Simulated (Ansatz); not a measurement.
# A hypothetical structure for TeI6, part 2 of 2

This structure for TeI6 is made up. Its elements were placed in a known structure type with a cell scaled to their sizes. What cell does the guess relax to, and how far off was it?

Ansatz 0.2.0; DFT, r2SCAN, plane-wave PAW, files of the set soft_1, scalar-relativistic, no spin, cell and ions relaxed at zero pressure; PAW set soft_1 (the session's first sound run).

So far: The structure; Relaxation of the guess. The relaxed cell has a = 7.257, c = 18.835 Å (conventional setting).

### Step 3. Bands of the relaxed cell

A second self-consistent run takes a narrower smearing and the mesh shown in its input; the bands follow along the standard path of the relaxed lattice.

This step: DFT, r2SCAN, plane-wave PAW, files of the set soft_1, scalar-relativistic, no spin, bands and density of states at the relaxed cell; PAW set soft_1 (Ansatz 0.2.0).

Input file input.yaml:

```yaml
crystal:
  lattice:
    - [3.6285283948, 2.0949318455, 6.2783711947]
    - [-3.6285283948, 2.0949318455, 6.2783711947]
    - [0.0, -4.189863691, 6.2783711947]
  atoms:
    - { symbol: I, position: [0.7502848843, 0.4181728871, 0.0969086468] }
    - { symbol: I, position: [0.5818271129, 0.9030913532, 0.2497151157] }
    - { symbol: I, position: [0.9030913532, 0.2497151157, 0.5818271129] }
    - { symbol: I, position: [0.2497151157, 0.5818271129, 0.9030913532] }
    - { symbol: I, position: [0.0969086468, 0.7502848843, 0.4181728871] }
    - { symbol: I, position: [0.4181728871, 0.0969086468, 0.7502848843] }
    - { symbol: Te, position: [0.0, 0.0, 0.0] }
kpoints:
  mp_grid: { grid: [6, 6, 6] }
  band_path:
    path:
      - [[0.0, 0.0, 0.0], [0.5, 0.0, 0.0], [0.5, 0.24089241, -0.24089241]]
      - [[0.75910759, 0.5, 0.24089241], [0.5, 0.5, 0.5], [0.0, 0.0, 0.0], [0.37044621, 0.0, -0.37044621]]
      - [[0.62955379, 0.37044621, 0.0], [0.5, 0.5, 0.0], [0.62955379, 0.62955379, 0.24089241], [0.5, 0.5, 0.5]]
      - [[0.5, 0.0, 0.0], [0.75910759, 0.37044621, 0.37044621]]
    npoints: 8
scf:
  occupations: { method: fermi_dirac, width: 0.03 }
  n_extra_bands: 11
hamiltonian:
  xc: r2scan
  pseudopotentials: { kind: paw, azcp: { folder: soft_1 } }
output:
  forces: true
  stress: true
  write_bands: true
  dos: { projected: true }
  write_density: true
  write_potential: true
  elf: true
  volumetric_format: npy
```

Run with:

```sh
$ ansatz run input.yaml --threads 4 --pin off --max-ram 10240MiB --backend cpu --events-out ev --progress --plain --runs-dir out
```

Numbers of over 12 decimals in the logs are rounded to 6 here.

What it wrote:

```text
[...]
Crystal: 7 atoms, lattice volume = 286.351 Å³
Basis set: ecut = 500 eV, 7277 PW (Γ), exchange–correlation on 240×240×240 points (64 copies of the dense FFT grid, shifted against one another)
Bands: 70, of which v1, the nominal top of the filled ones, is band 59 counted from 1 (58 counted from 0)
Symmetry: 6 space group operations
[...]
k-points: 40 of 216
[...]
SCF iter   9: F=-52162.898300 eV  HF=-52162.898300 eV  |F-HF|=3.40e-9  |Δ(HF+E_count)|=   4.60e-8  Δρ=2.20e-6  dr2=1.71e-8  dr2_τ=4.86e-10  ethr=8.47e-11  ⟨swp⟩=10.0  Hψ=18181  notcnv=0
SCF 1 converged in 9 iterations: F = -52162.898300 eV  dr2 = 1.71e-8
[...]
NSCF: frozen V_eff on 76 k-points
SCF converged after 9 iterations
Free energy (F): -52162.898300 eV
[...]
Internal energy: -52162.853387 eV  (E = F + TS)
E sigma→0 (E₀):  -52162.875843 eV
Entropy (-TS):   -0.044913 eV (-6.416 meV/atom)
Fermi energy:    4.907999 eV
[...]
--- Forces (eV/Å), atoms counted from 1 ---
  atom   1  I      0.00494124    -0.00492438     0.00256414
  atom   2  I      0.00673526     0.00181705    -0.00256414
  atom   3  I     -0.00179402    -0.00674143    -0.00256414
  atom   4  I     -0.00494124     0.00492438    -0.00256414
  atom   5  I      0.00179402     0.00674143     0.00256414
  atom   6  I     -0.00673526    -0.00181705     0.00256414
  atom   7  Te     0.00000000     0.00000000    -0.00000000
  max |Σ_I F_I| component: 8.67e-19 eV/Å
--- Stress (GPa, compression-positive) ---
       -0.067144       0.000000       0.000000
       -0.000000      -0.067144       0.000000
        0.000000       0.000000      -0.073453
  P = ⅓ Tr σ = -0.0692 GPa (-0.692 kbar)
--- Band table (eV; the first three rows and the last of 40) ---
  k-point 0: bands = [... 55 lower, 4.6547, 4.6574, 4.9002, 4.9002, 5.1729, 7.0950, 7.0950, 7.0957, ... 7 higher]
  k-point 1: bands = [... 55 lower, 4.5582, 4.7744, 4.9245, 4.9902, 5.1706, 7.0722, 7.1067, 7.2115, ... 7 higher]
  k-point 2: bands = [... 55 lower, 4.4065, 4.7090, 4.8481, 4.8697, 5.0226, 7.0363, 7.2006, 7.5312, ... 7 higher]
  k-point 39: bands = [... 55 lower, 4.5940, 4.5940, 4.7339, 4.7371, 4.7371, 7.2966, 7.5105, 7.5105, ... 7 higher]
```

Elapsed: 61 s, on 4 threads of Arm Neoverse V2, shared host; peak memory 2.2 GiB; 3.9 min of CPU time.

Numbers from this step:

| Item | Value |
| --- | --- |
| free energy | -52162.8983 eV |
| energy at zero smearing | -52162.8758 eV |
| smearing term TS | 0.04491 eV |
| Fermi energy | 4.908 eV |
| pressure | -0.06925 GPa |

From bands.tsv, the bands that come nearest the Fermi level along the path, at its corners, in eV from the Fermi level:

```
point  band 56  band 57  band 58  band 59  band 60  band 61  band 62  band 63
    Γ    -0.25    -0.25    -0.01    -0.01     0.26     2.19     2.19     2.19
    L    -0.50    -0.38    -0.14    -0.05     0.00     2.11     2.33     2.82
   B1    -0.59    -0.49    -0.27    -0.22     0.07     2.33     2.45     2.62
    B    -0.59    -0.49    -0.27    -0.22     0.07     2.33     2.45     2.62
    Z    -0.31    -0.31    -0.17    -0.17    -0.17     2.39     2.60     2.60
    Γ    -0.25    -0.25    -0.01    -0.01     0.26     2.19     2.19     2.19
    X    -0.51    -0.46    -0.20    -0.10    -0.01     2.15     2.46     2.67
    Q    -0.51    -0.46    -0.20    -0.10    -0.01     2.15     2.46     2.67
    F    -0.65    -0.38    -0.11    -0.04     0.14     2.14     2.47     2.69
   P1    -0.66    -0.47    -0.28    -0.27     0.10     2.43     2.46     2.62
    Z    -0.31    -0.31    -0.17    -0.17    -0.17     2.39     2.60     2.60
    L    -0.50    -0.38    -0.14    -0.05     0.00     2.11     2.33     2.82
    P    -0.66    -0.47    -0.28    -0.27     0.10     2.43     2.46     2.62
```

States per cell as run, both spins, in windows of 1 eV, from dos.tsv (zero at the Fermi level):

| from | to | total |
| --- | --- | --- |
| -8 | -7 | 0.00 |
| -7 | -6 | 0.00 |
| -6 | -5 | 0.00 |
| -5 | -4 | 6.00 |
| -4 | -3 | 0.00 |
| -3 | -2 | 6.07 |
| -2 | -1 | 9.11 |
| -1 | 0 | 12.70 |
| 0 | 1 | 2.12 |
| 1 | 2 | 0.00 |
| 2 | 3 | 6.00 |
| 3 | 4 | 0.00 |
| 4 | 5 | 0.00 |
| 5 | 6 | 0.35 |

A further 84.0 states lie below the table's range.

ELF in the ac plane of the cell as run, not the conventional one, at fractional y = 0.000, with atoms of Te within 0.2 Å of it. It is the smooth field of the valence electrons, not physical close to the nuclei.

Ten even steps from '0' (0.02) to '9' (0.79), each cell a mean:
```
003656799851134313541
224667888996200001354
555667776789620000145
555556765468951001234
333323775447983003454
531101587657895003676
753100269888996101578
875200026999996100257
665300002589985100013
234200000024552000001
001100023210000001221
310000158874100001455
752000379999630001467
875200389999973000257
777410389877886200135
456520169854577411223
433310048964467644454
542100016986567766555
554100001699877766543
145311211158998766520
015533565213788645520
```
Columns run along a (7.5 Å), rows up along c (7.5 Å). Atoms in or near the plane, at fractional coordinates: Te at (0.00, 0.00).

Electrostatic potential energy in the ac plane of the cell as run, not the conventional one, at fractional y = 0.000, with atoms of Te within 0.2 Å of it. With pseudopotentials it is smooth inside the atoms' cores, unlike the true potential.

Ten even steps from '0' (-34 eV) to '9' (11 eV), each cell a mean:
```
971488888999999998625
231478765689999999862
322578730148999999986
766788720004899999998
988899850001699999999
999999984000589999999
999999998533689999999
999999999877889999999
999999999999999999999
999999999999999999999
999999999999999999999
999999999999999999999
999999998889999999999
999999998656899999999
999999997301479999999
999999997300048999999
899999998600006888778
789999999840004887544
258999999985335886211
525899999998877886237
952789999999999997329
```
Columns run along a (7.5 Å; values clipped at the 3rd and 97th percentile), rows up along c (7.5 Å). Atoms in or near the plane, at fractional coordinates: Te at (0.00, 0.00).

Valence density in the ac plane of the cell as run, not the conventional one, at fractional y = 0.000, with atoms of Te within 0.2 Å of it. It is the smooth field of the valence electrons, not physical close to the nuclei.

Ten steps, logarithmic in the rise over the least value, from '0' (0 e/Å³) to '9' (16 e/Å³), each cell a mean:
```
986321122110000001248
775322233321000000124
343222234432100000012
222211235653200000011
111111235764210000001
110000123564320000011
110000012333321000001
110000001122210000001
000000000011110000000
000000000000000000000
000000000000000000000
000000001110000000000
100000011221100000001
110000012333210000001
110000012344321000001
110000012356532100011
110000001357643211111
210000001235543222233
421000000123333222456
852100000011222222478
984211110000111112379
```
Columns run along a (7.5 Å), rows up along c (7.5 Å). Atoms in or near the plane, at fractional coordinates: Te at (0.00, 0.00).

### Step 4. Results

| Item | Value |
| --- | --- |
| space group, relaxed | R-3 |
| conventional cell | a = 7.257, b = 7.257, c = 18.835 Å; α = 90.0°, β = 90.0°, γ = 120.0° |
| volume per atom | 40.91 Å³ (guess 44.15) |

**Reading.** TeI6 relaxes to R-3 with a = 7.257, b = 7.257 and c = 18.835 Å. The guessed volume was 8 % too large. The space group R-3 was held in the relaxation, so the end point is a stationary structure within it and may be a saddle against distortions or other arrangements. Bands cross the Fermi level, so it is a metal or semimetal at this level. Semilocal functionals can close a small real gap, so this isn't settled for compounds with anions. On the 6×6×6 mesh with the narrower smearing (relaxed on 5×5×5) the largest force component is 0.007 eV/Å and the largest stress component is 0.073 GPa, against the relaxation's thresholds of 0.015 eV/Å and 0.05 GPa. The cutoff wasn't tested. Spin-orbit coupling is left out, which can matter for elements this heavy. No dispersion term is used, so weakly bound directions may come out too long. Nothing here tests whether the compound is stable against decomposition.

[Logs are printed without paths, hosts, clocks, repeated set-up lines and the standing remarks that a program may print on its own settings, such as how far it seeks lower states.]

[Hosts, paths, dates, database ids (printed as entryN), source tags and the programs' standing remarks are cut or masked in the printed files.]
